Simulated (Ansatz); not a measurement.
**Phonons of InNi3N (Pm-3m) against volume**

Does InNi3N (Pm-3m) expand much on heating, by its phonons?

Calculated with Ansatz 0.2.0; DFT PBEsol, scalar-relativistic, plane waves, PAW; PAW set soft_1.

## 1. The starting structure

Symmetry: Pm-3m, No. 221, cubic system. Conventional cell: a = 3.819 Å, b = 3.819 Å, c = 3.819 Å, α = 90.00°, β = 90.00°, γ = 90.00°. In has 12 Ni at 2.70 Å nearest. Nearest to Ni lie 2 N at 1.91 Å. Nearest to N lie 6 Ni at 1.91 Å. Farther neighbours and most contacts between anions are not listed.

## 2. The dispersion

The cell comes from relaxations at this level that are not shown. Stability and thermal properties need the whole zone. Linear response on a 2×2×2 q mesh gives force constants as far as a supercell of that size would.

File input.yaml:

```yaml
crystal:
  lattice:
    - [3.8188272572, 0.0, 0.0]
    - [0.0, 3.8188272572, 0.0]
    - [0.0, 0.0, 3.8188272572]
  atoms:
    - { symbol: In, position: [0.0, 0.0, 0.0] }
    - { symbol: Ni, position: [0.5, 0.5, 0.0] }
    - { symbol: Ni, position: [0.5, 0.0, 0.5] }
    - { symbol: Ni, position: [0.0, 0.5, 0.5] }
    - { symbol: "N", position: [0.5, 0.5, 0.5] }
kpoints:
  mp_grid: { grid: [12, 12, 12] }
hamiltonian:
  xc: pbesol
  pseudopotentials: { kind: paw, azcp: { folder: soft_1 }, xc_functional: pbe }
scf:
  occupations: { method: methfessel_paxton, width: 0.2 }
output:
  eigenvalues: true
phonons:
  method: dfpt
  qmesh: [2, 2, 2]
  temperatures: { t_max: 1000, t_step: 50 }
  qpath:
    path:
      - [[0.0, 0.0, 0.0], [0.0, 0.5, 0.0], [0.5, 0.5, 0.0], [0.0, 0.0, 0.0], [0.5, 0.5, 0.5], [0.0, 0.5, 0.0]]
      - [[0.5, 0.5, 0.5], [0.5, 0.5, 0.0]]
    npoints: 10
```

Launch:

```console
$ ansatz run input.yaml --threads 4 --pin off --max-ram 10240MiB --backend cpu --events-out ev --progress --plain --runs-dir out
```

Numbers of over 12 decimals in the logs are rounded to 6 here.

What it wrote:

```text
Engine: ansatz 0.2.0, aarch64-unknown-linux-gnu
Pseudopotentials: kind: paw
Pseudopotential: In, paw, valence charge 13, recommended cutoff 420 eV (normal), soft_1/In.paw.azcp
Pseudopotential: Ni, paw, valence charge 18, recommended cutoff 420 eV (normal), soft_1/Ni.paw.azcp
Pseudopotential: N, paw, valence charge 5, recommended cutoff 420 eV (normal), soft_1/N.paw.azcp
Functional definition: PBEsol
  exchange = pbesol_x
  correlation = pbesol_c
Crystal: 5 atoms, lattice volume = 55.692 Å³
Basis set: ecut = 420 eV, 1045 PW (Γ), exchange–correlation on 54×54×54 points (8 copies of the dense FFT grid, shifted against one another)
Bands: 44, of which v1, the nominal top of the filled ones, is band 36 counted from 1 (35 counted from 0)
Symmetry: 48 space group operations
k-points: 84 of 1728
Non-local potential: In, projectors of the file, l = 0: 2, l = 1: 2, l = 2: 2, l = 3: 1
Non-local potential: Ni, projectors of the file, l = 0: 3, l = 1: 2, l = 2: 3, l = 3: 1
Non-local potential: N, projectors of the file, l = 0: 2, l = 1: 2, l = 2: 1
PAW form: soft (Blöchl's): semilocal exchange-correlation on the pseudo side does not see the compensation charge
PAW frozen core: In, regenerated for the run's functional, and the local potential with it (the file was generated under x = pbe(κ = 0.804, μ = 0.219515), c = pbe(β = 0.066725))
PAW frozen core: Ni, regenerated for the run's functional, and the local potential with it (the file was generated under x = pbe(κ = 0.804, μ = 0.219515), c = pbe(β = 0.066725))
PAW frozen core: N, regenerated for the run's functional, and the local potential with it (the file was generated under x = pbe(κ = 0.804, μ = 0.219515), c = pbe(β = 0.066725))
PAW one-centre angular grid: In, 590 points (default); XC on 64 Gauss nodes
PAW one-centre angular grid: Ni, 590 points (default); XC on 64 Gauss nodes
PAW one-centre angular grid: N, 110 points (default); XC on 64 Gauss nodes
Initial density: superposition of atomic densities (chi_scale 0.1, normalization cell, long waves kept (reshape's long-wave potential 0.01 eV rms))
Initial wavefunctions: pseudopotential atomic-orbital guess
Functional: x = pbesol(κ = 0.804, μ = 0.123457), c = pbesol(β = 0.046)
SCF iter   1: F=—  HF=-23321.298006 eV  |F-HF|=—  |Δ(HF+E_count)|=         —  Δρ=1.36e-1  dr2=7.96e0  ethr=3.10e-3  ⟨swp⟩=5.7  Hψ=12135  notcnv=0
preconditioner: auto → Kerker (q_TF=auto, 2.848 Å⁻¹)  [metal: Δε(μ)=0.049 eV  Ē_g=11.060 eV  σ=0.200 eV  W_gap=0.20  n_scr=18 (ndim 8)  ℏωp=34.5 eV  f_vac=0.000  D(μ)=1.58/eV (n_scr^D=6)]
SCF iter   2: F=—  HF=-23320.108957 eV  |F-HF|=—  |Δ(HF+E_count)|=    1.19e0  S|Δr|=    0.00e0  Δρ=5.21e-2  dr2=1.43e0  ethr=3.10e-3  ⟨swp⟩=2.7  Hψ=5918  notcnv=0  defer=210
SCF iter   3: F=—  HF=-23319.767970 eV  |F-HF|=—  |Δ(HF+E_count)|=   3.41e-1  S|Δr|=    0.00e0  Δρ=1.86e-2  dr2=2.29e-1  ethr=1.99e-3  ⟨swp⟩=2.0  Hψ=4680  notcnv=0  defer=206
SCF iter   4: F=—  HF=-23319.726335 eV  |F-HF|=—  |Δ(HF+E_count)|=   4.16e-2  S|Δr|=    0.00e0  Δρ=5.70e-3  dr2=1.20e-2  ethr=3.19e-4  ⟨swp⟩=1.9  Hψ=4407  notcnv=0  defer=206
SCF iter   5: F=—  HF=-23319.726004 eV  |F-HF|=—  |Δ(HF+E_count)|=   3.30e-4  S|Δr|=    0.00e0  Δρ=1.21e-3  dr2=7.13e-4  ethr=1.66e-5  ⟨swp⟩=2.1  Hψ=6530  notcnv=0  defer=181
SCF iter   6: F=—  HF=-23319.725804 eV  |F-HF|=—  |Δ(HF+E_count)|=   2.00e-4  S|Δr|=    0.00e0  Δρ=4.75e-4  dr2=1.50e-4  ethr=9.90e-7  ⟨swp⟩=2.0  Hψ=5657  notcnv=0  defer=181
SCF iter   7: F=—  HF=-23319.725797 eV  |F-HF|=—  |Δ(HF+E_count)|=   7.56e-6  S|Δr|=    0.00e0  Δρ=1.71e-4  dr2=1.94e-5  ethr=2.09e-7  ⟨swp⟩=2.1  Hψ=5212  notcnv=0  defer=181
SCF iter   8: F=—  HF=-23319.725798 eV  |F-HF|=—  |Δ(HF+E_count)|=   1.67e-6  S|Δr|=    0.00e0  Δρ=4.38e-5  dr2=1.18e-6  ethr=2.70e-8  ⟨swp⟩=2.0  Hψ=4885  notcnv=0  defer=181
SCF iter   9: F=—  HF=-23319.725802 eV  |F-HF|=—  |Δ(HF+E_count)|=   3.02e-6  S|Δr|=    0.00e0  Δρ=1.43e-5  dr2=9.68e-8  ethr=1.64e-9  ⟨swp⟩=2.1  Hψ=4896  notcnv=0  defer=181
SCF iter  10: F=—  HF=-23319.725801 eV  |F-HF|=—  |Δ(HF+E_count)|=   2.33e-8  S|Δr|=    0.00e0  Δρ=2.40e-6  dr2=2.81e-9  ethr=1.35e-10  ⟨swp⟩=2.2  Hψ=5542  notcnv=0  defer=181
SCF iter  11: F=—  HF=-23319.725801 eV  |F-HF|=—  |Δ(HF+E_count)|=  9.53e-10  S|Δr|=    0.00e0  Δρ=1.41e-6  dr2=1.12e-9  ethr=3.90e-12  ⟨swp⟩=2.0  Hψ=6392  notcnv=0  defer=181
SCF iter  12: F=—  HF=-23319.725801 eV  |F-HF|=—  |Δ(HF+E_count)|=  1.78e-10  S|Δr|=    0.00e0  Δρ=5.02e-7  dr2=9.22e-11  ethr=1.56e-12  ⟨swp⟩=2.0  Hψ=4508  notcnv=0  defer=181
SCF iter  13: F=—  HF=-23319.725801 eV  |F-HF|=—  |Δ(HF+E_count)|=  3.64e-11  S|Δr|=    0.00e0  Δρ=1.83e-7  dr2=1.99e-11  ethr=1.00e-12  ⟨swp⟩=11.7  Hψ=21194  notcnv=0
SCF iter  14: F=-23319.725801 eV  HF=-23319.725801 eV  |F-HF|=0.00e0  |Δ(HF+E_count)|=  7.28e-12  S|Δr|=    0.00e0  Δρ=3.80e-8  dr2=1.04e-12  ethr=1.00e-12  ⟨swp⟩=5.1  Hψ=16021  notcnv=0
SCF 1 converged in 14 iterations: F = -23319.725801 eV  dr2 = 1.04e-12
  greatest PAW one-centre occupation: 1.001 electrons in one spin orbital (limit 2), on the Ni atom at site 1 (counted from 0), in its partial waves of l = 1
Initial density: read from a saved state, or passed on in memory by an earlier SCF of this step, an earlier step, the calling program or the single point that the run made first
iter 1 solved again at ethr=9.43e-8 eV; its pass at ethr=3.10e-3 eV (dr2=6.79e-5 eV) is discarded
SCF iter   1: F=—  HF=-23319.725802 eV  |F-HF|=—  |Δ(HF+E_count)|=         —  Δρ=7.61e-7  dr2=1.56e-10  ethr=9.43e-8  ⟨swp⟩=3.1  Hψ=23051  notcnv=0
eigensolver tolerance schedule: the retry pair's looser diagonalisation over-reported the residual by 434728.26 of it (diagonalisation noise at an unbounded share of the residual, at the tolerance the schedule requests for it); recorded, not acted on — ethr = c·dr2/N_el stays at c = 1.0e-1
preconditioner: auto → Kerker (q_TF=auto, 2.848 Å⁻¹)  [metal: Δε(μ)=0.046 eV  Ē_g=10.952 eV  σ=0.200 eV  W_gap=0.19  n_scr=18 (ndim 8)  ℏωp=34.5 eV  f_vac=0.000  D(μ)=1.95/eV (n_scr^D=18)]
SCF iter   2: F=—  HF=-23319.725801 eV  |F-HF|=—  |Δ(HF+E_count)|=   1.00e-6  S|Δr|=    0.00e0  Δρ=5.43e-7  dr2=7.88e-11  ethr=1.00e-12  ⟨swp⟩=3.8  Hψ=10532  notcnv=0
SCF iter   3: F=—  HF=-23319.725801 eV  |F-HF|=—  |Δ(HF+E_count)|=  1.82e-11  S|Δr|=    0.00e0  Δρ=2.87e-7  dr2=2.16e-11  ethr=1.00e-12  ⟨swp⟩=1.0  Hψ=3696  notcnv=0
SCF iter   4: F=-23319.725801 eV  HF=-23319.725801 eV  |F-HF|=3.64e-12  |Δ(HF+E_count)|=  3.64e-12  S|Δr|=    0.00e0  Δρ=1.10e-7  dr2=3.16e-12  ethr=1.00e-12  ⟨swp⟩=4.3  Hψ=11651  notcnv=0
SCF 2 converged in 4 iterations: F = -23319.725801 eV  dr2 = 3.16e-12
  greatest PAW one-centre occupation: 1.001 electrons in one spin orbital (limit 2), on the Ni atom at site 3 (counted from 0), in its partial waves of l = 1
phonons: the bands overlap, so this run is a metal and interpolates without the dipole-dipole term. If the crystal is really an insulator or semiconductor, its LO-TO splitting is missing
NSCF: frozen V_eff on 84 k-points
WARN: eigensolver did not converge (k=70): 1 band(s) unlocked after 20 sweeps at ethr=1.71e-12 eV (storage-precision floor; scheduled 1.00e-12 eV) (lowest unlocked band 43, counted from 0; max residual 3.30e-4 eV among the unlocked bands, 3.30e-4 eV over every band; other slots of this pass that fall short are told together in one closing line; warning suppressed until the next SCF loop or pass starts)
NSCF: frozen V_eff on 343 k-points
DFPT response loops at q = (0, 0, 0) (fractional): preconditioner auto → Kerker (q_TF=auto, 2.848 Å⁻¹) (partly filled bands, converged f_vac=0.000); β = 1.00, the filter's whole step (`scf.mixing.beta` (0.50) is not read by the response loops under this deck's `scf.mixing.preconditioner`; to damp them name `kerker` or `kerker_dos`, under which they read `scf.mixing.beta`, and type it under 1.00, their step now; both keys bind the ground state too); Broyden in place of MSR1
NSCF: frozen V_eff on 686 k-points
DFPT response loops at q = (0, 0, -0.5) (fractional): mixed as the last ones told, above
NSCF: frozen V_eff on 686 k-points
DFPT response loops at q = (0, -0.5, -0.5) (fractional): mixed as the last ones told, above
NSCF: frozen V_eff on 686 k-points
DFPT response loops at q = (-0.5, -0.5, -0.5) (fractional): mixed as the last ones told, above
SCF converged after 14 iterations
Stability not checked: this state was not tested for a lower state beside it, because cold or Methfessel-Paxton smearing, or corrected tetrahedra, fill the levels in a way that the test cannot read (fill_not_monotonic; see scf.lower_state_search)
Free energy (F): -23319.725801 eV
Harris-Foulkes:  -23319.725801 eV  (|F-HF|=0.00e0)
Internal energy: -23319.726668 eV  (E = F + TS)
E sigma→0 (E₀):  -23319.726018 eV
Entropy (-TS):   0.000867 eV (0.173 meV/atom)
Fermi energy:    17.424146 eV
--- Per-component energies (eV) ---
  E_band       = -807.019650
  E_kinetic    = 1375.960336
  E_local      = -10173.211734  (includes V_loc(G=0)·N_el)
  E_nonlocal   = 22.754674
  E_hartree    = 5336.344749
  E_xc         = -538.361485
  E_vxc        = -602.595952  (∫ρ·V_xc dr)
  E_paw        = -9135.612169  (= ΣΔE_a)
  E_vpaw       = -2102.620153  (= ΣTr[D̂ρ^β])
  E_aug_tail   = 0.003771  (compensation charges beyond the density's cutoff)
  E_ewald      = -10208.460680
  E_core_change = 0.855870  (= ΣΔE_core)
  E_smearing   = 0.000867  (= −TS)
  E_closure    = -0.000000  (closes the sum)
  Σ components = -23319.725801   (vs F -23319.725801, Δ=0.00e0)
--- Band table (eV; the first three rows and the last of 84) ---
  k-point 0: bands = [... 32 lower, 16.5395, 16.5395, 16.5395, 16.6805, 18.3004, 19.7449, 19.7449, 19.7449, ... 4 higher]
  k-point 1: bands = [... 32 lower, 16.5395, 16.5433, 16.5433, 16.6550, 18.3318, 19.4772, 19.8447, 19.8447, ... 4 higher]
  k-point 2: bands = [... 32 lower, 16.5397, 16.5557, 16.5557, 16.5795, 18.4320, 19.0372, 20.1157, 20.1157, ... 4 higher]
  k-point 83: bands = [... 32 lower, 16.0698, 16.5255, 16.5255, 16.5255, 18.0636, 18.0636, 18.0636, 18.8635, ... 4 higher]
--- Phonons (Γ-DFPT): 4 representative perturbations + reference (Σ response iterations 14) ---
  ASR residual: 7.101e-6 → 0.000e0 eV/Å²; symmetrization residual: 2.474e-6 eV/Å²
  ASR residual per site (eV/Å²): 7.10e-7 7.10e-6 7.10e-6 7.10e-6 4.23e-6
  Γ frequencies (cm⁻¹): 0.00 0.00 0.00 117.19 117.19 117.19 148.83 148.83 148.83 207.19 207.19 207.19 534.30 534.30 534.30
--- Phonons (arbitrary-q DFPT): 4 irreducible q on the 2×2×2 mesh ---
  q = [0.0000, 0.0000, 0.0000] (star 1, of the zone-centre solve; hermiticity 3.71e-7, symmetrization 5.05e-12): -0.00 0.00 0.00 117.19 117.19 117.19 148.83 148.83 148.83 207.19 207.19 207.19 534.30 534.30 534.30
  q = [0.0000, 0.0000, -0.5000] (star 3, 9 solved perturbations in 2646 linear systems a pass and spin channel, the states on 343 of 1728 k-point pairs; hermiticity 2.66e-7, symmetrization 2.12e-12): 93.95 93.95 103.11 103.11 111.81 155.09 156.65 156.65 172.82 172.82 182.37 246.69 533.22 533.22 599.01
  q = [0.0000, -0.5000, -0.5000] (star 3, 9 solved perturbations in 2646 linear systems a pass and spin channel, the states on 343 of 1728 k-point pairs; hermiticity 5.18e-7, symmetrization 4.31e-13): 106.78 106.78 119.82 127.51 127.51 131.64 137.87 183.62 183.62 183.83 206.92 281.19 535.69 582.55 582.55
  q = [-0.5000, -0.5000, -0.5000] (star 1, 4 solved perturbations in 931 linear systems a pass and spin channel, the states on 343 of 1728 k-point pairs; hermiticity 1.66e-7, symmetrization 5.06e-12): 100.43 100.43 100.43 136.38 136.38 136.38 216.26 216.26 222.42 222.42 222.42 311.91 573.57 573.57 573.57
  sum rule: each row above includes the acoustic sum rule's correction from the zone centre's row sums; it moved no ω² by more than (0.29 cm⁻¹)²
  mesh force constants: q→R imaginary residual 6.60e-18; ASR residual 7.101e-6 → 0.000e0 eV/Å²; symmetrization residual 1.776e-14 eV/Å²
  interpolated dispersion: 62 rows × 15 modes
  density of states and harmonic sums: on the 16×16×16 q-mesh, interpolated from the force constants of a 2×2×2 supercell (no non-analytic term)
  largest difference from the sums on the solved wave vectors: F 6.96e-2 eV, S 1.02e-4 and C_V 3.22e-5 eV/K
  zero-point energy: 0.218350 eV/cell   skipped modes (ω ≤ 0): 3   left out of the sums: 4.88e-5 of the cell's modes: C_V's classical limit lies that fraction below 3 k_B per atom; for a crystal, a wire or a layer, F and S can be off by more, and a phonons.interpolated_qmesh denser along its periods is the remedy for the sampling
```

Run time: 9.7 min. Hardware: 4 threads of Arm Neoverse V2, shared host; peak memory 2.4 GiB; 38 min of CPU time.

This run has no spin polarisation, although Ni can carry a moment.

This step gave:

```yaml
volume_per_atom: 11.14 Å³
gap_on_the_k_mesh: 0 eV
sum_rule_residual_before_enforcement: 7.10e-6 eV/Å²
lowest_frequency_on_the_path: 0 cm⁻¹
point_group: m-3m
highest_frequency_on_the_path_or_at_a_solved_wavevector: 599.0 cm⁻¹
mean_frequency: 234.8 cm⁻¹
debye_temperature_second_moment: 536 K
logarithmic_mean_frequency: 190.6 cm⁻¹
highest_optical_mode_at_the_zone_centre_no_lo_to_term: 534.3 cm⁻¹
lowest_optical_zone_centre_mode: 117.2 cm⁻¹
lowest_mode_on_the_q_mesh_acoustic_modes_at_gamma_apart: 93.95 cm⁻¹
zero_point_energy_per_atom: 43.67 meV
heat_capacity_at_300_k: 21.83 J/(mol atoms K)
vibrational_entropy_at_300_k: 28.94 J/(mol atoms K)
edges_of_the_widest_gap_between_branches_on_path_and_mesh: 311.9, 533.2 cm⁻¹
```

Frequencies (cm⁻¹) solved at each irreducible wavevector; negative means imaginary. Frequencies by wavevector, by row:

| q in reciprocal lattice units | star | mode 1 | mode 2 | mode 3 | mode 4 | mode 13 | mode 14 | mode 15 |
| --- | --- | --- | --- | --- | --- | --- | --- | --- |
| 0 0 0 | 1 | 0 | 0 | 0 | 117.2 | 534.3 | 534.3 | 534.3 |
| 0 0 -0.5 | 3 | 94 | 94 | 103.1 | 103.1 | 533.2 | 533.2 | 599 |
| 0 -0.5 -0.5 | 3 | 106.8 | 106.8 | 119.8 | 127.5 | 535.7 | 582.5 | 582.5 |
| -0.5 -0.5 -0.5 | 1 | 100.4 | 100.4 | 100.4 | 136.4 | 573.6 | 573.6 | 573.6 |

Symmetry leaves 4 wavevectors to solve. The lowest mode among them, the acoustic zeros apart, lies at q = (0, 0, -0.5) and is real, 94.0 cm⁻¹.

## 3. Relaxing at another volume, volume ratio 0.97

The volume is scaled by 0.97 and held; symmetry leaves nothing to relax, so this is a single point. The modes can then be followed against volume.

input.yaml, the sections that differ from step 2:

```yaml
crystal:
  lattice:
    - [3.780250607, 0.0, 0.0]
    - [0.0, 3.780250607, 0.0]
    - [0.0, 0.0, 3.780250607]
  atoms:
    - { symbol: In, position: [0.0, 0.0, 0.0] }
    - { symbol: Ni, position: [0.5, 0.5, 0.0] }
    - { symbol: Ni, position: [0.5, 0.0, 0.5] }
    - { symbol: Ni, position: [0.0, 0.5, 0.5] }
    - { symbol: "N", position: [0.5, 0.5, 0.5] }
output:
  forces: true
  stress: true
  eigenvalues: true
  write_density: true
  write_potential: true
  elf: true
  volumetric_format: npy
# kpoints, hamiltonian, scf: as in step 2
# phonons: removed
```

What it wrote:

```text
[...]
Crystal: 5 atoms, lattice volume = 54.021 Å³
Basis set: ecut = 420 eV, 1021 PW (Γ), exchange–correlation on 54×54×54 points (8 copies of the dense FFT grid, shifted against one another)
Bands: 44, of which v1, the nominal top of the filled ones, is band 36 counted from 1 (35 counted from 0)
Symmetry: 48 space group operations
[...]
k-points: 84 of 1728
[...]
k-point 0: bands = [... 32 lower, 17.1942, 17.1942, 17.1942, 17.3338, 19.1023, 20.4550, 20.4550, 20.4550, ... 4 higher]
  k-point 1: bands = [... 32 lower, 17.1943, 17.1982, 17.1982, 17.3068, 19.1304, 20.1993, 20.5592, 20.5592, ... 4 higher]
  k-point 2: bands = [... 32 lower, 17.1945, 17.2110, 17.2110, 17.2273, 19.2226, 19.7813, 20.8418, 20.8418, ... 4 higher]
  k-point 83: bands = [... 32 lower, 16.6979, 17.1749, 17.1749, 17.1749, 18.7960, 18.7960, 18.7960, 19.6722, ... 4 higher]
[key lines of the parts left out:]
SCF converged after 9 iterations
Free energy (F): -23319.691031 eV
Fermi energy:    18.119079 eV
P = ⅓ Tr σ = 6.8673 GPa (68.673 kbar)
```

The job ended after 4.1 s (4 threads; peak memory 0.47 GiB).

Numbers from this step:

| Quantity | Value |
| --- | --- |
| pressure | 6.867 GPa |
| volume per atom | 10.80 Å³ |

Valence density in the ac plane at fractional y = 0.500, with atoms of Ni and N within 0.2 Å of it. It is the smooth field of the valence electrons, not physical close to the nuclei.

Values in e/Å³, 14 rows by 14 columns, each cell a mean:
```
 0  0  0  0  1  6 21 30 15  3  1  0  0  0
 0  0  0  0  1  2  6  8  5  1  0  0  0  0
 0  0  0  0  0  1  1  1  1  1  0  0  0  0
 1  1  0  0  0  1  1  1  1  0  0  0  0  1
 5  3  1  0  1  1  2  2  1  1  0  1  1  3
24 12  3  1  1  2  3  3  3  1  1  1  5 15
49 24  5  1  1  2  3  3  3  2  1  1  8 30
33 17  4  1  1  2  3  3  3  2  1  1  6 21
 8  5  2  1  1  1  2  2  2  1  1  1  2  6
 1  1  1  0  0  1  1  1  1  1  0  0  1  1
 0  0  0  0  0  1  1  1  1  0  0  0  0  0
 0  0  0  0  1  2  4  5  3  1  0  0  0  0
 0  0  0  0  1  5 17 24 12  3  1  0  0  0
 0  0  0  0  1  8 33 49 24  5  1  0  0  0
```
Columns run along a (3.8 Å), rows up along c (3.8 Å). Atoms in or near the plane, at fractional coordinates: Ni at (0.50, 0.00), Ni at (0.00, 0.50), N at (0.50, 0.50).

Electrostatic potential energy in the ac plane at fractional y = 0.500, with atoms of Ni and N within 0.2 Å of it. With pseudopotentials it is smooth inside the atoms' cores, unlike the true potential.

Values in eV, 14 rows by 14 columns, each cell a mean:
```
 20  20  19  14   0  -3  15  24  10  -5   4  17  19  20
 19  19  19  16   7  -5  -4  -1  -5  -2  10  18  19  19
 16  17  18  18  15   6  -2  -4   0   9  16  18  18  17
  2   5  12  17  17  15  10   8  12  16  17  16  10   4
 -3  -5   0  12  16   9  -4  -8   0  12  16   9  -2  -5
 18   6  -6   5  11  -6 -26 -31 -21   0  12   0  -5  10
 29  18  -5   0   6 -15 -34 -34 -31  -8   8  -4  -1  24
 24  11  -6   3   9 -10 -30 -34 -26  -4  10  -2  -4  15
  0  -4  -3  10  15   5 -10 -15  -6   9  15   6  -5  -3
 -2   1   9  16  17  15   9   6  11  16  17  15   7   0
 13  15  17  18  16  10   3   0   5  12  17  18  16  14
 19  19  19  17   9  -3  -6  -5  -6   0  12  18  19  19
 20  20  19  15   1  -4  11  18   6  -5   5  17  19  20
 20  20  19  13  -2   0  24  29  18  -3   2  16  19  20
```
Columns run along a (3.8 Å; values clipped at the 3rd and 97th percentile), rows up along c (3.8 Å). Atoms in or near the plane, at fractional coordinates: Ni at (0.50, 0.00), Ni at (0.00, 0.50), N at (0.50, 0.50).

ELF in the ac plane at fractional y = 0.500, with atoms of Ni and N within 0.2 Å of it. It is the smooth field of the valence electrons, not physical close to the nuclei.

Ten even steps from '0' (0.12) to '9' (0.96), each cell a mean:
```
11100378620011
11100133210011
00000000000000
00001244321000
21003677752012
75104754673026
97205720474038
96205742574037
32003677762013
00002355431000
00000000000000
11100022100011
11100267510011
11100399720011
```
Columns run along a (3.8 Å), rows up along c (3.8 Å). Atoms in or near the plane, at fractional coordinates: Ni at (0.50, 0.00), Ni at (0.00, 0.50), N at (0.50, 0.50).

[end of part 1 of 2]

[Logs are printed without paths, hosts, clocks, repeated set-up lines and the standing remarks that a program may print on its own settings, such as how far it seeks lower states.]

[Hosts, paths, dates, database ids (printed as entryN), source tags and the programs' standing remarks are cut or masked in the printed files.]
